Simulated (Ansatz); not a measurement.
# Preparing K2NaCl3 (P-3m1) as a host crystal, part 2 of 3

Before any defect goes in: K2NaCl3 (P-3m1) at rest, and how it screens a charge.

Ansatz 0.2.0; plane-wave PAW DFT, PBEsol; relaxation of the host's cell and atoms (the session's first sound run).

So far, mean electronic dielectric tensor: step 3 (dielectric tensors of the host) 2.45.

## Step 5: Self-consistent run

This step: plane-wave PAW DFT, PBEsol; single point of the defect-free supercell, a test of its k-points (Ansatz 0.2.0).

System of this step: K2NaCl3 (P-3m1). The cell holds 54 atoms: 18 K, 9 Na and 27 Cl. Cell: a = 12.754 Å, b = 12.754 Å, c = 10.514 Å, α = 90.0°, β = 90.0°, γ = 120.0°.

pristine.sampling/input.yaml reads:

```yaml
crystal:
  lattice:
    - [12.7542285612, 0.0, 0.0]
    - [-6.3771142806, 11.0454859397, 0.0]
    - [0.0, 0.0, 10.5135233324]
  atoms:
    - { symbol: K, position: [0.1111111111, 0.2222222222, 0.6777803937] }
    - { symbol: K, position: [0.2222222222, 0.1111111111, 0.3222196063] }
    - { symbol: Na, position: [0.0, 0.0, 0.0] }
    - { symbol: Cl, position: [0.1111111111, 0.2222222222, 0.1442666476] }
    - { symbol: Cl, position: [0.2222222222, 0.1111111111, 0.8557333524] }
    - { symbol: Cl, position: [0.0, 0.0, 0.5] }
    - { symbol: K, position: [0.1111111111, 0.5555555556, 0.6777803937] }
    - { symbol: K, position: [0.2222222222, 0.4444444444, 0.3222196063] }
    - { symbol: Na, position: [0.0, 0.3333333333, 0.0] }
    - { symbol: Cl, position: [0.1111111111, 0.5555555556, 0.1442666476] }
    - { symbol: Cl, position: [0.2222222222, 0.4444444444, 0.8557333524] }
    - { symbol: Cl, position: [0.0, 0.3333333333, 0.5] }
    - { symbol: K, position: [0.1111111111, 0.8888888889, 0.6777803937] }
    - { symbol: K, position: [0.2222222222, 0.7777777778, 0.3222196063] }
    - { symbol: Na, position: [0.0, 0.6666666667, 0.0] }
    - { symbol: Cl, position: [0.1111111111, 0.8888888889, 0.1442666476] }
    - { symbol: Cl, position: [0.2222222222, 0.7777777778, 0.8557333524] }
    - { symbol: Cl, position: [0.0, 0.6666666667, 0.5] }
    - { symbol: K, position: [0.4444444444, 0.2222222222, 0.6777803937] }
    - { symbol: K, position: [0.5555555556, 0.1111111111, 0.3222196063] }
    - { symbol: Na, position: [0.3333333333, 0.0, 0.0] }
    - { symbol: Cl, position: [0.4444444444, 0.2222222222, 0.1442666476] }
    - { symbol: Cl, position: [0.5555555556, 0.1111111111, 0.8557333524] }
    - { symbol: Cl, position: [0.3333333333, 0.0, 0.5] }
    - { symbol: K, position: [0.4444444444, 0.5555555556, 0.6777803937] }
    - { symbol: K, position: [0.5555555556, 0.4444444444, 0.3222196063] }
    - { symbol: Na, position: [0.3333333333, 0.3333333333, 0.0] }
    - { symbol: Cl, position: [0.4444444444, 0.5555555556, 0.1442666476] }
    - { symbol: Cl, position: [0.5555555556, 0.4444444444, 0.8557333524] }
    - { symbol: Cl, position: [0.3333333333, 0.3333333333, 0.5] }
    - { symbol: K, position: [0.4444444444, 0.8888888889, 0.6777803937] }
    - { symbol: K, position: [0.5555555556, 0.7777777778, 0.3222196063] }
    - { symbol: Na, position: [0.3333333333, 0.6666666667, 0.0] }
    - { symbol: Cl, position: [0.4444444444, 0.8888888889, 0.1442666476] }
    - { symbol: Cl, position: [0.5555555556, 0.7777777778, 0.8557333524] }
    - { symbol: Cl, position: [0.3333333333, 0.6666666667, 0.5] }
    - { symbol: K, position: [0.7777777778, 0.2222222222, 0.6777803937] }
    - { symbol: K, position: [0.8888888889, 0.1111111111, 0.3222196063] }
    - { symbol: Na, position: [0.6666666667, 0.0, 0.0] }
    - { symbol: Cl, position: [0.7777777778, 0.2222222222, 0.1442666476] }
    - { symbol: Cl, position: [0.8888888889, 0.1111111111, 0.8557333524] }
    - { symbol: Cl, position: [0.6666666667, 0.0, 0.5] }
    - { symbol: K, position: [0.7777777778, 0.5555555556, 0.6777803937] }
    - { symbol: K, position: [0.8888888889, 0.4444444444, 0.3222196063] }
    - { symbol: Na, position: [0.6666666667, 0.3333333333, 0.0] }
    - { symbol: Cl, position: [0.7777777778, 0.5555555556, 0.1442666476] }
    - { symbol: Cl, position: [0.8888888889, 0.4444444444, 0.8557333524] }
    - { symbol: Cl, position: [0.6666666667, 0.3333333333, 0.5] }
    - { symbol: K, position: [0.7777777778, 0.8888888889, 0.6777803937] }
    - { symbol: K, position: [0.8888888889, 0.7777777778, 0.3222196063] }
    - { symbol: Na, position: [0.6666666667, 0.6666666667, 0.0] }
    - { symbol: Cl, position: [0.7777777778, 0.8888888889, 0.1442666476] }
    - { symbol: Cl, position: [0.8888888889, 0.7777777778, 0.8557333524] }
    - { symbol: Cl, position: [0.6666666667, 0.6666666667, 0.5] }
basis:
  ecutwfc: 420
  xc_grid: 2
hamiltonian:
  xc: pbesol
kpoints:
  mp_grid: { grid: [1, 1, 1], shift: [0.25, 0.25, 0.25] }
scf:
  occupations: { method: fermi_dirac, width: 0.01 }
  max_iter: 80
```

Command:

```bash
ansatz run input.yaml --threads 4 --pin off --max-ram 7536MiB --backend cpu --events-out ev --progress --plain --runs-dir out
```

Numbers of over 12 decimals in the logs are rounded to 6 here.

The log of the run:

```text
[...]
Crystal: 54 atoms, lattice volume = 1481.110 Å³
Basis set: ecut = 420 eV, 28931 PW (Γ), exchange–correlation on 180×180×144 points (8 copies of the dense FFT grid, shifted against one another)
Bands: 270, of which v1, the nominal top of the filled ones, is band 216 counted from 1 (215 counted from 0)
Symmetry: 18 space group operations
k-points: 1
[...]
SCF iter   1: F=—  HF=-69315.269485 eV  |F-HF|=—  |Δ(HF+E_count)|=         —  Δρ=3.53e-3  dr2=2.64e-1  ethr=1.77e-3  ⟨swp⟩=7.0  Hψ=1231  notcnv=0  defer=19
[...]
SCF iter   6: F=-69315.175579 eV  HF=-69315.175578 eV  |F-HF|=9.70e-7  |Δ(HF+E_count)|=   2.12e-6  Δρ=5.26e-6  dr2=3.99e-7  ethr=2.31e-10  ⟨swp⟩=3.0  Hψ=661  notcnv=0
SCF 1 converged in 6 iterations: F = -69315.175579 eV  dr2 = 3.99e-7
[...]
SCF converged after 6 iterations
Free energy (F): -69315.175579 eV
[...]
Internal energy: -69315.175579 eV  (E = F + TS)
E sigma→0 (E₀):  -69315.175579 eV
Fermi energy:    3.892685 eV
[...]
```

It took 4.8 s on 4 threads of AMD EPYC 7R32 (Zen 2), shared host; peak memory 2.2 GiB.

Numbers from this step:

| Property | Result |
| --- | --- |
| energy over dense mesh | -5.53e-4 eV/atom |

## Step 6: Defect free supercell relaxed from its symmetric sites

This cell, the one that will hold the defects, is built from the relaxed host. Its coarser k-points can move the atoms a little, so it is relaxed from the symmetric sites, as the reference for the test of stability.

This step: plane-wave PAW DFT, PBEsol; relaxation of the defect-free supercell from its symmetric sites (Ansatz 0.2.0).

pristine.symmetric/input.yaml, as its differences from pristine.sampling/input.yaml of step 5:

```diff
@@ -70 +70,12 @@
   max_iter: 80
+output:
+  forces: true
+relax:
+  f_tol: 0.01
+  max_steps: 60
+  escape_saddle: false
+checkpoint:
+  write: "../pristine.symmetric.run"
+  compress: false
+  write_wavefunctions: false
+  write_every: 100000
```

The log of the run:

```text
[...]
Crystal: 54 atoms, lattice volume = 1481.110 Å³
Basis set: ecut = 420 eV, 28931 PW (Γ), exchange–correlation on 180×180×144 points (8 copies of the dense FFT grid, shifted against one another)
Bands: 270, of which v1, the nominal top of the filled ones, is band 216 counted from 1 (215 counted from 0)
Symmetry: 18 space group operations
k-points: 1
[...]
SCF iter   1: F=—  HF=-69315.269485 eV  |F-HF|=—  |Δ(HF+E_count)|=         —  Δρ=3.53e-3  dr2=2.64e-1  ethr=1.77e-3  ⟨swp⟩=7.0  Hψ=1231  notcnv=0  defer=19
[...]
SCF iter   6: F=-69315.175579 eV  HF=-69315.175578 eV  |F-HF|=9.71e-7  |Δ(HF+E_count)|=   2.10e-6  Δρ=5.25e-6  dr2=4.01e-7  ethr=5.79e-10  ⟨swp⟩=4.0  Hψ=718  notcnv=0
SCF 1 converged in 6 iterations: F = -69315.175579 eV  dr2 = 4.01e-7
[...]
relax step   1: F+E_penalty+E_count = -69315.17557855 eV  Δ(F+E_penalty+E_count) = +0.000e0 eV  max|allowed force component| = 4.667e-3 eV/Å  Δτ_max = 0.0000 Å  (6 SCF iters, dr2 threshold 2.50e-6 eV, accepted)
[...]
SCF iter   3: F=-69315.175579 eV  HF=-69315.175579 eV  |F-HF|=1.03e-8  |Δ(HF+E_count)|=   5.02e-7  Δρ=6.55e-7  dr2=6.46e-9  ethr=2.31e-11  ⟨swp⟩=4.0  Hψ=707  notcnv=0
SCF 2 converged in 3 iterations: F = -69315.175579 eV  dr2 = 6.46e-9
relax step   2: F+E_penalty+E_count = -69315.17557871 eV  Δ(F+E_penalty+E_count) = -1.595e-7 eV  max|allowed force component| = 4.643e-3 eV/Å  Δτ_max = 0.0000 Å  (3 SCF iters, accepted)
SCF converged after 3 iterations
Free energy (F): -69315.175579 eV
[...]
Internal energy: -69315.175579 eV  (E = F + TS)
E sigma→0 (E₀):  -69315.175579 eV
Fermi energy:    3.892572 eV
[...]
--- Forces (eV/Å), atoms counted from 1 ---
  atom   1  K      0.00014991    -0.00008858    -0.00236166
  atom   2  K     -0.00014991     0.00008858     0.00236166
  atom   3  Na     0.00000000     0.00000000    -0.00000000
  atom   4  Cl     0.00068388    -0.00038495    -0.00464254
  atom   5  Cl    -0.00068388     0.00038495     0.00464254
  atom   6  Cl    -0.00000000    -0.00000000     0.00000000
  atom   7  K      0.00014991    -0.00008858    -0.00236166
  atom   8  K     -0.00014991     0.00008858     0.00236166
  atom   9  Na     0.00000000    -0.00000000    -0.00000000
  atom  10  Cl     0.00068388    -0.00038495    -0.00464254
  atom  11  Cl    -0.00068388     0.00038495     0.00464254
  atom  12  Cl     0.00000000     0.00000000    -0.00000000
  atom  13  K      0.00014991    -0.00008858    -0.00236166
  atom  14  K     -0.00014991     0.00008858     0.00236166
  atom  15  Na     0.00000000     0.00000000     0.00000000
  atom  16  Cl     0.00068388    -0.00038495    -0.00464254
  atom  17  Cl    -0.00068388     0.00038495     0.00464254
  atom  18  Cl     0.00000000     0.00000000    -0.00000000
  atom  19  K      0.00014991    -0.00008858    -0.00236166
  atom  20  K     -0.00014991     0.00008858     0.00236166
  atom  21  Na    -0.00000000     0.00000000    -0.00000000
  atom  22  Cl     0.00068388    -0.00038495    -0.00464254
  atom  23  Cl    -0.00068388     0.00038495     0.00464254
  atom  24  Cl     0.00000000    -0.00000000    -0.00000000
  atom  25  K      0.00014991    -0.00008858    -0.00236166
  atom  26  K     -0.00014991     0.00008858     0.00236166
  atom  27  Na     0.00000000    -0.00000000     0.00000000
  atom  28  Cl     0.00068388    -0.00038495    -0.00464254
  atom  29  Cl    -0.00068388     0.00038495     0.00464254
  atom  30  Cl     0.00000000     0.00000000     0.00000000
  atom  31  K      0.00014991    -0.00008858    -0.00236166
  atom  32  K     -0.00014991     0.00008858     0.00236166
  atom  33  Na     0.00000000    -0.00000000    -0.00000000
  atom  34  Cl     0.00068388    -0.00038495    -0.00464254
  atom  35  Cl    -0.00068388     0.00038495     0.00464254
  atom  36  Cl     0.00000000     0.00000000    -0.00000000
  atom  37  K      0.00014991    -0.00008858    -0.00236166
  atom  38  K     -0.00014991     0.00008858     0.00236166
  atom  39  Na     0.00000000    -0.00000000    -0.00000000
  atom  40  Cl     0.00068388    -0.00038495    -0.00464254
  atom  41  Cl    -0.00068388     0.00038495     0.00464254
  atom  42  Cl    -0.00000000     0.00000000     0.00000000
  atom  43  K      0.00014991    -0.00008858    -0.00236166
  atom  44  K     -0.00014991     0.00008858     0.00236166
  atom  45  Na     0.00000000    -0.00000000    -0.00000000
  atom  46  Cl     0.00068388    -0.00038495    -0.00464254
  atom  47  Cl    -0.00068388     0.00038495     0.00464254
  atom  48  Cl     0.00000000     0.00000000    -0.00000000
  atom  49  K      0.00014991    -0.00008858    -0.00236166
  atom  50  K     -0.00014991     0.00008858     0.00236166
  atom  51  Na     0.00000000    -0.00000000     0.00000000
  atom  52  Cl     0.00068388    -0.00038495    -0.00464254
  atom  53  Cl    -0.00068388     0.00038495     0.00464254
  atom  54  Cl     0.00000000    -0.00000000     0.00000000
  max |Σ_I F_I| component: 1.08e-18 eV/Å
--- Relaxed structure (2 steps of the walk, 2 accepted, 0 SCFs on fresh bases) ---
  F+E_penalty+E_count = -69315.17557871 eV   max|allowed force component| = 4.643e-3 eV/Å
  atoms:
    - { symbol: K, position: [0.111111, 0.222222, 0.6777803937] }
    - { symbol: K, position: [0.222222, 0.111111, 0.3222196063] }
    - { symbol: Na, position: [0.0, 0.0, 0.0] }
    - { symbol: Cl, position: [0.111111, 0.222222, 0.1442666476] }
    - { symbol: Cl, position: [0.222222, 0.111111, 0.8557333524] }
    - { symbol: Cl, position: [0.0, 0.0, 0.5] }
    - { symbol: K, position: [0.111111, 0.555556, 0.6777803937] }
    - { symbol: K, position: [0.222222, 0.444444, 0.3222196063] }
    - { symbol: Na, position: [0.0, 0.333333, 0.0] }
    - { symbol: Cl, position: [0.111111, 0.555556, 0.1442666476] }
    - { symbol: Cl, position: [0.222222, 0.444444, 0.8557333524] }
    - { symbol: Cl, position: [0.0, 0.333333, 0.5] }
    - { symbol: K, position: [0.111111, 0.888889, 0.6777803937] }
    - { symbol: K, position: [0.222222, 0.777778, 0.3222196063] }
    - { symbol: Na, position: [0.0, 0.666667, 0.0] }
    - { symbol: Cl, position: [0.111111, 0.888889, 0.1442666476] }
    - { symbol: Cl, position: [0.222222, 0.777778, 0.8557333524] }
    - { symbol: Cl, position: [0.0, 0.666667, 0.5] }
    - { symbol: K, position: [0.444444, 0.222222, 0.6777803937] }
    - { symbol: K, position: [0.555556, 0.111111, 0.3222196063] }
    - { symbol: Na, position: [0.333333, 0.0, 0.0] }
    - { symbol: Cl, position: [0.444444, 0.222222, 0.1442666476] }
    - { symbol: Cl, position: [0.555556, 0.111111, 0.8557333524] }
    - { symbol: Cl, position: [0.333333, 0.0, 0.5] }
    - { symbol: K, position: [0.444444, 0.555556, 0.6777803937] }
    - { symbol: K, position: [0.555556, 0.444444, 0.3222196063] }
    - { symbol: Na, position: [0.333333, 0.333333, 0.0] }
    - { symbol: Cl, position: [0.444444, 0.555556, 0.1442666476] }
    - { symbol: Cl, position: [0.555556, 0.444444, 0.8557333524] }
    - { symbol: Cl, position: [0.333333, 0.333333, 0.5] }
    - { symbol: K, position: [0.444444, 0.888889, 0.6777803937] }
    - { symbol: K, position: [0.555556, 0.777778, 0.3222196063] }
    - { symbol: Na, position: [0.333333, 0.666667, 0.0] }
    - { symbol: Cl, position: [0.444444, 0.888889, 0.1442666476] }
    - { symbol: Cl, position: [0.555556, 0.777778, 0.8557333524] }
    - { symbol: Cl, position: [0.333333, 0.666667, 0.5] }
    - { symbol: K, position: [0.777778, 0.222222, 0.6777803937] }
    - { symbol: K, position: [0.888889, 0.111111, 0.3222196063] }
    - { symbol: Na, position: [0.666667, 0.0, 0.0] }
    - { symbol: Cl, position: [0.777778, 0.222222, 0.1442666476] }
    - { symbol: Cl, position: [0.888889, 0.111111, 0.8557333524] }
    - { symbol: Cl, position: [0.666667, 0.0, 0.5] }
    - { symbol: K, position: [0.777778, 0.555556, 0.6777803937] }
    - { symbol: K, position: [0.888889, 0.444444, 0.3222196063] }
    - { symbol: Na, position: [0.666667, 0.333333, 0.0] }
    - { symbol: Cl, position: [0.777778, 0.555556, 0.1442666476] }
    - { symbol: Cl, position: [0.888889, 0.444444, 0.8557333524] }
    - { symbol: Cl, position: [0.666667, 0.333333, 0.5] }
    - { symbol: K, position: [0.777778, 0.888889, 0.6777803937] }
    - { symbol: K, position: [0.888889, 0.777778, 0.3222196063] }
    - { symbol: Na, position: [0.666667, 0.666667, 0.0] }
    - { symbol: Cl, position: [0.777778, 0.888889, 0.1442666476] }
    - { symbol: Cl, position: [0.888889, 0.777778, 0.8557333524] }
    - { symbol: Cl, position: [0.666667, 0.666667, 0.5] }
```

Run time: 8.4 s. Hardware: 4 threads; peak memory 2.3 GiB.

Hardly anything moved in the relaxation; the energy changed by under 0.2 meV an atom.

[end of part 2 of 3]

[Logs are printed without paths, hosts, clocks, repeated set-up lines and the standing remarks that a program may print on its own settings, such as how far it seeks lower states.]

[Hosts, paths, dates, database ids (printed as entryN), source tags and the programs' standing remarks are cut or masked in the printed files.]

[Runs of the host that timed out are not shown.]

[For some hosts the program warned that the k-mesh of the response run may be too coarse for force constants and the static dielectric constant; such warnings are not always shown.]
